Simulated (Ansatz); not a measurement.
# Σ5 (210) boundary in fcc Au: structure and resistance

Aim: the relaxed structure and the specific resistance of the Σ5 (210) boundary in fcc Au.

Main program and level: Ansatz 0.2.0; Ansatz plane-wave DFT, PBEsol, PAW files; relaxation of a bicrystal slab with its lowest layers held; PAW set soft_1, in the first sound run; inputs show where later runs differ.

### 1. The structure

The cell holds 21 atoms: 21 Au. Cell: a = 4.995 Å, b = 4.078 Å, c = 30.150 Å, α = 90.0°, β = 90.0°, γ = 65.9°. It derives from Au. built on the (2 1 0) plane; 2 overlapping atoms removed and the grains opened by 0 Å. Vacuum lies along c.

### 2. Relaxing the bicrystal

The boundary is built by mirroring the lower grain in the boundary plane and removing any atoms that overlap. A thin bicrystal slab is relaxed first, with the lowest layers held and the upper grain free to shift and open.

File input.yaml:

```yaml
crystal:
  lattice:
    - [4.9948157718, 0.0, 0.0]
    - [1.6649385906, 3.7229158669, 0.0]
    - [0.0, 0.0, 30.1504128809]
  atoms:
    - { symbol: Au, position: [0.6, 0.7000000001, 0.1658352083] }
    - { symbol: Au, position: [0.2, 0.4000000001, 0.1960810436] }
    - { symbol: Au, position: [0.8, 0.1000000001, 0.2263268789] }
    - { symbol: Au, position: [0.4, 0.8, 0.2565727143] }
    - { symbol: Au, position: [1.0, 0.5, 0.2868185496] }
    - { symbol: Au, position: [0.6, 0.2, 0.3170643849] }
    - { symbol: Au, position: [0.2, 0.9, 0.3473102202] }
    - { symbol: Au, position: [0.8, 0.6, 0.3775560555] }
    - { symbol: Au, position: [0.4, 0.3, 0.4078018909] }
    - { symbol: Au, position: [0.0, 0.0, 0.4380477262] }
    - { symbol: Au, position: [0.8, 0.6, 0.4985393968] }
    - { symbol: Au, position: [0.2, 0.9, 0.5287852322] }
    - { symbol: Au, position: [0.6, 0.2, 0.5590310675] }
    - { symbol: Au, position: [1.0, 0.5, 0.5892769028] }
    - { symbol: Au, position: [0.4, 0.8, 0.6195227381] }
    - { symbol: Au, position: [0.8, 0.1000000001, 0.6497685734] }
    - { symbol: Au, position: [0.2, 0.4000000001, 0.6800144088] }
    - { symbol: Au, position: [0.6, 0.7000000001, 0.7102602441] }
    - { symbol: Au, position: [1.0, 1.0e-10, 0.7405060794] }
    - { symbol: Au, position: [0.4, 0.3000000001, 0.7707519147] }
    - { symbol: Au, position: [0.8, 0.6000000001, 0.8009977501] }
kpoints:
  mp_grid: { grid: [6, 6, 1] }
hamiltonian:
  xc: pbesol
  pseudopotentials: { kind: paw, azcp: { folder: soft_1 }, xc_functional: pbe }
scf:
  occupations: { method: fermi_dirac, width: 0.1 }
relax:
  f_tol: 0.03
  max_steps: 80
  constraints: [{ sites: [0, 1, 2, 3] }]
```

Command:

```console
$ ansatz run input.yaml --threads 4 --pin off --max-ram 15360MiB --backend cpu --events-out ev --progress --plain --runs-dir out
```

Numbers of over 12 decimals in the logs are rounded to 6 here.

What it wrote:

```text
Engine: ansatz 0.2.0, x86_64-unknown-linux-gnu
Pseudopotentials: kind: paw
Pseudopotential: Au, paw, valence charge 19, recommended cutoff 420 eV (normal), soft_1/Au.paw.azcp
Functional definition: PBEsol
  exchange = pbesol_x
  correlation = pbesol_c
Crystal: 21 atoms, lattice volume = 560.655 Å³
Basis set: ecut = 420 eV, 11001 PW (Γ), exchange–correlation on 72×60×432 points (8 copies of the dense FFT grid, shifted against one another)
Bands: 240, of which v1, the nominal top of the filled ones, is band 200 counted from 1 (199 counted from 0)
Symmetry: 2 space group operations
Space group: Cm (ITA 8), of the structure as read, at distance tolerance 8.2e-5 Å
k-points: 13 of 36 (time reversal used)
Non-local potential: Au, projectors of the file, l = 0: 3, l = 1: 2, l = 2: 2, l = 3: 1
PAW form: soft (Blöchl's): semilocal exchange-correlation on the pseudo side does not see the compensation charge
PAW frozen core: Au, regenerated for the run's functional, and the local potential with it (the file was generated under x = pbe(κ = 0.804, μ = 0.219515), c = pbe(β = 0.066725))
PAW one-centre angular grid: Au, 590 points (default); XC on 64 Gauss nodes
Initial density: superposition of atomic densities (neutral atoms: chi_scale 0, normalization atom)
Initial wavefunctions: pseudopotential atomic-orbital guess
Functional: x = pbesol(κ = 0.804, μ = 0.123457), c = pbesol(β = 0.046)
SCF iter   1: F=—  HF=-273188.030172 eV  |F-HF|=—  |Δ(HF+E_count)|=         —  Δρ=5.90e-2  dr2=2.40e1  ethr=3.10e-3  ⟨swp⟩=6.0  Hψ=11649  notcnv=0  defer=159
preconditioner: auto → LDOS  [metal: Δε(μ)=0.034 eV  Ē_g=8.985 eV  σ=0.100 eV  W_gap=0.09  n_scr=142 (ndim 8)  ℏωp=23.8 eV  f_vac=0.310  D(μ)=7.93/eV (n_scr^D=28)  β→1.0]
SCF iter   2: F=—  HF=-273188.211791 eV  |F-HF|=—  |Δ(HF+E_count)|=   1.82e-1  Δρ=6.15e-2  dr2=2.07e1  ethr=3.10e-3  ⟨swp⟩=3.5  Hψ=7737  notcnv=0  defer=317
SCF iter   3: F=—  HF=-273181.491447 eV  |F-HF|=—  |Δ(HF+E_count)|=    6.72e0  Δρ=4.32e-3  dr2=1.37e-1  ethr=3.10e-3  ⟨swp⟩=2.4  Hψ=5833  notcnv=0  defer=332
SCF iter   4: F=—  HF=-273181.452189 eV  |F-HF|=—  |Δ(HF+E_count)|=   3.93e-2  Δρ=1.24e-3  dr2=2.08e-2  ethr=3.44e-5  ⟨swp⟩=3.1  Hψ=6542  notcnv=0  defer=330
SCF iter   5: F=—  HF=-273181.448907 eV  |F-HF|=—  |Δ(HF+E_count)|=   3.28e-3  Δρ=4.92e-4  dr2=1.02e-3  ethr=5.22e-6  ⟨swp⟩=2.1  Hψ=4450  notcnv=0  defer=330
SCF iter   6: F=—  HF=-273181.449102 eV  |F-HF|=—  |Δ(HF+E_count)|=   1.95e-4  Δρ=1.16e-4  dr2=1.24e-4  ethr=2.57e-7  ⟨swp⟩=2.7  Hψ=5207  notcnv=0  defer=330
SCF iter   7: F=-273181.449091 eV  HF=-273181.449093 eV  |F-HF|=1.43e-6  |Δ(HF+E_count)|=   9.84e-6  Δρ=2.85e-5  dr2=4.83e-6  ethr=5.64e-9  ⟨swp⟩=2.9  Hψ=11905  notcnv=0
SCF 1 converged in 7 iterations: F = -273181.449091 eV  dr2 = 4.83e-6
  greatest PAW one-centre occupation: 1.000 electrons in one spin orbital (limit 2), on the Au atom at site 9 (counted from 0), in its partial waves of l = 0
relax step   1: F+E_penalty+E_count = -273181.44909108 eV  Δ(F+E_penalty+E_count) = +0.000e0 eV  max|allowed force component| = 9.163e-1 eV/Å  Δτ_max = 0.0000 Å  (7 SCF iters, dr2 threshold 2.25e-5 eV, accepted)
Initial density: handed on by an earlier stage of this run
Initial wavefunctions: those handed on with the density
iter 1 solved again at ethr=1.27e-4 eV; its pass at ethr=3.10e-3 eV (dr2=5.07e-1 eV) is discarded
SCF iter   1: F=—  HF=-273181.834358 eV  |F-HF|=—  |Δ(HF+E_count)|=         —  Δρ=7.69e-3  dr2=4.85e-1  ethr=1.27e-4  ⟨swp⟩=1.9  Hψ=11815  notcnv=0  defer=325
preconditioner: auto → LDOS  [metal: Δε(μ)=0.094 eV  Ē_g=9.408 eV  σ=0.100 eV  W_gap=0.23  n_scr=142 (ndim 8)  ℏωp=23.8 eV  f_vac=0.306  D(μ)=6.80/eV (n_scr^D=24)  β→1.0]
SCF iter   2: F=—  HF=-273181.820969 eV  |F-HF|=—  |Δ(HF+E_count)|=   1.34e-2  Δρ=5.34e-3  dr2=3.85e-1  ethr=1.21e-4  ⟨swp⟩=2.5  Hψ=4995  notcnv=0  defer=325
SCF iter   3: F=—  HF=-273181.739959 eV  |F-HF|=—  |Δ(HF+E_count)|=   8.10e-2  Δρ=9.60e-4  dr2=7.70e-3  ethr=9.66e-5  ⟨swp⟩=2.0  Hψ=4568  notcnv=0  defer=325
SCF iter   4: F=—  HF=-273181.737964 eV  |F-HF|=—  |Δ(HF+E_count)|=   2.00e-3  Δρ=2.69e-4  dr2=6.98e-4  ethr=1.93e-6  ⟨swp⟩=2.9  Hψ=5920  notcnv=0  defer=329
SCF iter   5: F=—  HF=-273181.737836 eV  |F-HF|=—  |Δ(HF+E_count)|=   1.29e-4  Δρ=6.45e-5  dr2=4.61e-5  ethr=1.75e-7  ⟨swp⟩=2.5  Hψ=4601  notcnv=0  defer=329
SCF iter   6: F=-273181.737828 eV  HF=-273181.737832 eV  |F-HF|=3.34e-6  |Δ(HF+E_count)|=   3.75e-6  Δρ=1.60e-5  dr2=4.50e-6  ethr=1.15e-8  ⟨swp⟩=4.0  Hψ=9803  notcnv=0
SCF 2 converged in 6 iterations: F = -273181.737828 eV  dr2 = 4.50e-6
  greatest PAW one-centre occupation: 1.000 electrons in one spin orbital (limit 2), on the Au atom at site 14 (counted from 0), in its partial waves of l = 0
relax step   2: F+E_penalty+E_count = -273181.73782844 eV  Δ(F+E_penalty+E_count) = -2.887e-1 eV  max|allowed force component| = 6.108e-1 eV/Å  Δτ_max = 0.1951 Å  (6 SCF iters, dr2 threshold 5.25e-5 eV, accepted)
SCF iter   1: F=—  HF=-273181.981250 eV  |F-HF|=—  |Δ(HF+E_count)|=         —  Δρ=8.25e-3  dr2=4.41e-1  ethr=1.35e-3  ⟨swp⟩=5.7  Hψ=8294  notcnv=0  defer=326
preconditioner: auto → LDOS  [metal: Δε(μ)=0.078 eV  Ē_g=9.451 eV  σ=0.100 eV  W_gap=0.19  n_scr=142 (ndim 8)  ℏωp=23.8 eV  f_vac=0.310  D(μ)=6.72/eV (n_scr^D=24)  β→1.0]
SCF iter   2: F=—  HF=-273181.935629 eV  |F-HF|=—  |Δ(HF+E_count)|=   4.56e-2  Δρ=5.33e-3  dr2=3.27e-1  ethr=1.11e-4  ⟨swp⟩=2.5  Hψ=6202  notcnv=0  defer=333
SCF iter   3: F=—  HF=-273181.860139 eV  |F-HF|=—  |Δ(HF+E_count)|=   7.55e-2  Δρ=1.07e-3  dr2=9.03e-3  ethr=8.18e-5  ⟨swp⟩=2.1  Hψ=4779  notcnv=0  defer=333
SCF iter   4: F=—  HF=-273181.857978 eV  |F-HF|=—  |Δ(HF+E_count)|=   2.16e-3  Δρ=3.79e-4  dr2=1.32e-3  ethr=2.26e-6  ⟨swp⟩=3.0  Hψ=6774  notcnv=0  defer=330
SCF iter   5: F=—  HF=-273181.857727 eV  |F-HF|=—  |Δ(HF+E_count)|=   2.51e-4  Δρ=1.20e-4  dr2=1.74e-4  ethr=3.30e-7  ⟨swp⟩=2.0  Hψ=4503  notcnv=0  defer=330
SCF iter   6: F=-273181.857690 eV  HF=-273181.857699 eV  |F-HF|=8.23e-6  |Δ(HF+E_count)|=   2.87e-5  Δρ=2.56e-5  dr2=9.72e-6  ethr=5.84e-9  ⟨swp⟩=3.1  Hψ=12440  notcnv=0
SCF 3 converged in 6 iterations: F = -273181.857690 eV  dr2 = 9.72e-6
  greatest PAW one-centre occupation: 1.000 electrons in one spin orbital (limit 2), on the Au atom at site 5 (counted from 0), in its partial waves of l = 0
relax step   3: F+E_penalty+E_count = -273181.85769043 eV  Δ(F+E_penalty+E_count) = -1.199e-1 eV  max|allowed force component| = 1.008e-1 eV/Å  Δτ_max = 0.1937 Å  (6 SCF iters, dr2 threshold 2.33e-5 eV, accepted)
[... from here on, the SCF cycles and remarks between the steps are left out ...]
relax step   4: F+E_penalty+E_count = -273181.92683513 eV  Δ(F+E_penalty+E_count) = -6.914e-2 eV  max|allowed force component| = 5.463e-2 eV/Å  Δτ_max = 0.2000 Å  (8 SCF iters, accepted)
relax step   5: F+E_penalty+E_count = -273181.96870449 eV  Δ(F+E_penalty+E_count) = -4.187e-2 eV  max|allowed force component| = 6.971e-2 eV/Å  Δτ_max = 0.1904 Å  (8 SCF iters, accepted)
relax step   6: F+E_penalty+E_count = -273181.99582724 eV  Δ(F+E_penalty+E_count) = -2.712e-2 eV  max|allowed force component| = 5.090e-2 eV/Å  Δτ_max = 0.1945 Å  (7 SCF iters, dr2 threshold 1.43e-6 eV, accepted)
relax step   7: F+E_penalty+E_count = -273182.00577286 eV  Δ(F+E_penalty+E_count) = -9.946e-3 eV  max|allowed force component| = 5.228e-2 eV/Å  Δτ_max = 0.0974 Å  (6 SCF iters, dr2 threshold 1.38e-6 eV, accepted)
relax step   8: F+E_penalty+E_count = -273182.01723237 eV  Δ(F+E_penalty+E_count) = -1.146e-2 eV  max|allowed force component| = 5.165e-2 eV/Å  Δτ_max = 0.1913 Å  (7 SCF iters, dr2 threshold 1.46e-6 eV, accepted)
relax step   9: F+E_penalty+E_count = -273182.01356616 eV  Δ(F+E_penalty+E_count) = +3.666e-3 eV  max|allowed force component| = 2.707e-1 eV/Å  Δτ_max = 0.1936 Å  (6 SCF iters, dr2 threshold 2.61e-6 eV, rejected (line search))
relax step  10: F+E_penalty+E_count = -273182.02223499 eV  Δ(F+E_penalty+E_count) = -5.003e-3 eV  max|allowed force component| = 3.637e-2 eV/Å  Δτ_max = 0.0947 Å  (7 SCF iters, accepted)
relax step  11: F+E_penalty+E_count = -273182.02422010 eV  Δ(F+E_penalty+E_count) = -1.985e-3 eV  max|allowed force component| = 7.498e-2 eV/Å  Δτ_max = 0.0973 Å  (7 SCF iters, accepted)
relax step  12: F+E_penalty+E_count = -273182.02847290 eV  Δ(F+E_penalty+E_count) = -4.253e-3 eV  max|allowed force component| = 2.321e-2 eV/Å  Δτ_max = 0.1460 Å  (6 SCF iters, dr2 threshold 2.79e-6 eV, accepted)
relax step  13: F+E_penalty+E_count = -273182.02847336 eV  Δ(F+E_penalty+E_count) = -4.648e-7 eV  max|allowed force component| = 2.323e-2 eV/Å  Δτ_max = 0.0000 Å  (3 SCF iters, accepted)
relax step  14: F+E_penalty+E_count = -273182.02959806 eV  Δ(F+E_penalty+E_count) = -1.125e-3 eV  max|allowed force component| = 1.790e-2 eV/Å  Δτ_max = 0.1088 Å  (7 SCF iters, accepted)
relax step  15: F+E_penalty+E_count = -273182.02995837 eV  Δ(F+E_penalty+E_count) = -3.603e-4 eV  max|allowed force component| = 1.071e-2 eV/Å  Δτ_max = 0.0528 Å  (7 SCF iters, accepted)
SCF iter   1: F=—  HF=-273182.042666 eV  |F-HF|=—  |Δ(HF+E_count)|=         —  Δρ=2.68e-3  dr2=3.23e-2  ethr=9.18e-5  ⟨swp⟩=4.8  Hψ=6796  notcnv=0  defer=334
preconditioner: auto → LDOS  [metal: Δε(μ)=0.005 eV  Ē_g=9.554 eV  σ=0.100 eV  W_gap=0.01  n_scr=142 (ndim 8)  ℏωp=23.8 eV  f_vac=0.322  D(μ)=6.00/eV (n_scr^D=14)  β→1.0]
SCF iter   2: F=—  HF=-273182.035294 eV  |F-HF|=—  |Δ(HF+E_count)|=   7.37e-3  Δρ=1.37e-3  dr2=1.25e-2  ethr=8.09e-6  ⟨swp⟩=2.8  Hψ=6284  notcnv=0  defer=334
SCF iter   3: F=—  HF=-273182.030358 eV  |F-HF|=—  |Δ(HF+E_count)|=   4.94e-3  Δρ=1.77e-4  dr2=2.44e-4  ethr=3.13e-6  ⟨swp⟩=2.8  Hψ=5361  notcnv=0  defer=334
SCF iter   4: F=—  HF=-273182.030251 eV  |F-HF|=—  |Δ(HF+E_count)|=   1.07e-4  Δρ=4.85e-5  dr2=2.87e-5  ethr=6.11e-8  ⟨swp⟩=3.0  Hψ=6069  notcnv=0  defer=334
SCF iter   5: F=—  HF=-273182.030290 eV  |F-HF|=—  |Δ(HF+E_count)|=   3.90e-5  Δρ=1.54e-5  dr2=2.06e-6  ethr=7.19e-9  ⟨swp⟩=2.4  Hψ=4796  notcnv=0  defer=334
SCF iter   6: F=—  HF=-273182.030289 eV  |F-HF|=—  |Δ(HF+E_count)|=   4.25e-7  Δρ=3.46e-6  dr2=1.02e-7  ethr=5.17e-10  ⟨swp⟩=2.5  Hψ=4823  notcnv=0  defer=334
SCF iter   7: F=-273182.030289 eV  HF=-273182.030289 eV  |F-HF|=2.33e-10  |Δ(HF+E_count)|=   1.25e-8  Δρ=9.62e-7  dr2=5.05e-9  ethr=2.51e-11  ⟨swp⟩=4.6  Hψ=9842  notcnv=0
SCF 16 converged in 7 iterations: F = -273182.030289 eV  dr2 = 5.05e-9
relax step  16: F+E_penalty+E_count = -273182.03028945 eV  Δ(F+E_penalty+E_count) = -3.311e-4 eV  max|allowed force component| = 9.013e-3 eV/Å  Δτ_max = 0.0482 Å  (7 SCF iters, accepted)
SCF converged after 7 iterations
Free energy (F): -273182.030289 eV
Harris-Foulkes:  -273182.030289 eV  (|F-HF|=2.33e-10)
Internal energy: -273181.830998 eV  (E = F + TS)
E sigma→0 (E₀):  -273181.930644 eV
Entropy (-TS):   -0.199292 eV (-9.490 meV/atom)
Fermi energy:    11.124295 eV
--- Per-component energies (eV) ---
  E_band       = -8058.670334
  E_kinetic    = 12129.778910
  E_local      = -501305.781804  (includes V_loc(G=0)·N_el)
  E_nonlocal   = 2133.630332
  E_hartree    = 246410.277467
  E_xc         = -4486.249184
  E_vxc        = -5468.552764  (∫ρ·V_xc dr)
  E_paw        = -201400.973786  (= ΣΔE_a)
  E_vpaw       = -8368.339794  (= ΣTr[D̂ρ^β])
  E_aug_tail   = 0.033952  (compensation charges beyond the density's cutoff)
  E_ewald      = 173330.953048
  E_core_change = 6.500067  (= ΣΔE_core)
  E_smearing   = -0.199292  (= −TS)
  E_closure    = 0.000000  (closes the sum)
  Σ components = -273182.030289   (vs F -273182.030289, Δ=0.00e0)
--- Forces (eV/Å), atoms counted from 1 ---
  atom   1  Au    -0.06023599     0.02693836     0.95651367
  atom   2  Au     0.03762010    -0.01682422    -0.29936246
  atom   3  Au     0.08122044    -0.03632288    -0.52831683
  atom   4  Au    -0.06616239     0.02958872    -0.12257246
  atom   5  Au    -0.00030472     0.00013627     0.00027210
  atom   6  Au     0.00616083    -0.00275521     0.00155402
  atom   7  Au    -0.00120921     0.00054078    -0.00523838
  atom   8  Au    -0.00064902     0.00029025    -0.00662066
  atom   9  Au    -0.00111150     0.00049708    -0.00093519
  atom  10  Au     0.00702114    -0.00313995     0.00901309
  atom  11  Au     0.00075970    -0.00033975     0.00010791
  atom  12  Au    -0.00008521     0.00003811    -0.00306684
  atom  13  Au    -0.00500854     0.00223989    -0.00037280
  atom  14  Au     0.00181265    -0.00081064     0.00106949
  atom  15  Au    -0.00097997     0.00043826    -0.00051669
  atom  16  Au    -0.00004386     0.00001961    -0.00540068
  atom  17  Au     0.00258609    -0.00115653    -0.00579553
  atom  18  Au    -0.00272069     0.00121673    -0.00144594
  atom  19  Au    -0.00105257     0.00047073     0.00400754
  atom  20  Au     0.00177257    -0.00079272     0.00300219
  atom  21  Au     0.00058148    -0.00026005     0.00410021
  max |Σ_I F_I| component: 2.87e-5 eV/Å
--- Relaxed structure (16 steps of the walk, 15 accepted, 0 SCFs on fresh bases) ---
  F+E_penalty+E_count = -273182.03028945 eV   max|allowed force component| = 9.013e-3 eV/Å
  atoms:
    - { symbol: Au, position: [0.6, 0.700000, 0.165835] }
    - { symbol: Au, position: [0.200000, 0.400000, 0.196081] }
    - { symbol: Au, position: [0.8, 0.100000, 0.226327] }
    - { symbol: Au, position: [0.4, 0.800000, 0.256573] }
    - { symbol: Au, position: [0.996289, 0.501855, 0.287282] }
    - { symbol: Au, position: [0.599675, 0.200163, 0.317995] }
    - { symbol: Au, position: [0.205506, 0.897247, 0.346061] }
    - { symbol: Au, position: [0.791741, 0.604130, 0.378284] }
    - { symbol: Au, position: [0.407466, 0.296267, 0.413761] }
    - { symbol: Au, position: [0.012024, -0.00601206, 0.432135] }
    - { symbol: Au, position: [0.623970, 0.688015, 0.475055] }
    - { symbol: Au, position: [0.035825, 0.982088, 0.518127] }
    - { symbol: Au, position: [0.432134, 0.283933, 0.537170] }
    - { symbol: Au, position: [0.815620, 0.592190, 0.572039] }
    - { symbol: Au, position: [0.229406, 0.885297, 0.603959] }
    - { symbol: Au, position: [0.628175, 0.185913, 0.632890] }
    - { symbol: Au, position: [0.021352, 0.489324, 0.663801] }
    - { symbol: Au, position: [0.424059, 0.787971, 0.691943] }
    - { symbol: Au, position: [0.848793, 0.075603, 0.726578] }
    - { symbol: Au, position: [0.235156, 0.382422, 0.757040] }
    - { symbol: Au, position: [0.625057, 0.687471, 0.777410] }
```

It took 6.7 min on 4 threads of AMD EPYC 9R14 (Zen 4), shared host; peak memory 3.2 GiB; 26 min of CPU time.

The steps of the relaxation:

```tsv
step	energy less that of the first step (eV)	largest force component (eV/Å)
1	0.0000	0.9163
2	-0.2887	0.6108
3	-0.4086	0.1008
4	-0.4777	0.0546
5	-0.5196	0.0697
6	-0.5467	0.0509
7	-0.5567	0.0523
8	-0.5681	0.0517
9	-0.5645	0.2707
10	-0.5731	0.0364
11	-0.5751	0.0750
12	-0.5794	0.0232
13	-0.5794	0.0232
14	-0.5805	0.0179
15	-0.5809	0.0107
16	-0.5812	0.0090
```

Relaxation step 9 was tried and not accepted.

The run keeps the 2 symmetry operations that it works with, so distortions that break them were not tested.

The atoms that moved most (Å):

```tsv
atom	dx	dy	dz	length
Au11	-0.733	0.328	-0.708	1.070
Au21	-0.728	0.326	-0.711	1.069
Au13	-0.699	0.312	-0.659	1.010
Au14	-0.767	0.343	-0.520	0.988
Au18	-0.732	0.328	-0.552	0.974
Au17	-0.744	0.333	-0.489	0.950
Au16	-0.715	0.320	-0.509	0.934
Au15	-0.710	0.318	-0.469	0.908
```

Numbers from this step:

* free energy: -273182.0303 eV
* energy at zero smearing: -273181.9306 eV
* Fermi energy: 11.12 eV

The largest force component on a free atom ends at 0.0090 eV/Å, under the tolerance of 0.03, after 16 steps.

[end of part 1 of 3]

[Logs are printed without paths, hosts, clocks, repeated set-up lines and the standing remarks that a program may print on its own settings, such as how far it seeks lower states.]

[Hosts, paths, dates, database ids (printed as entryN), source tags and the programs' standing remarks are cut or masked in the printed files.]
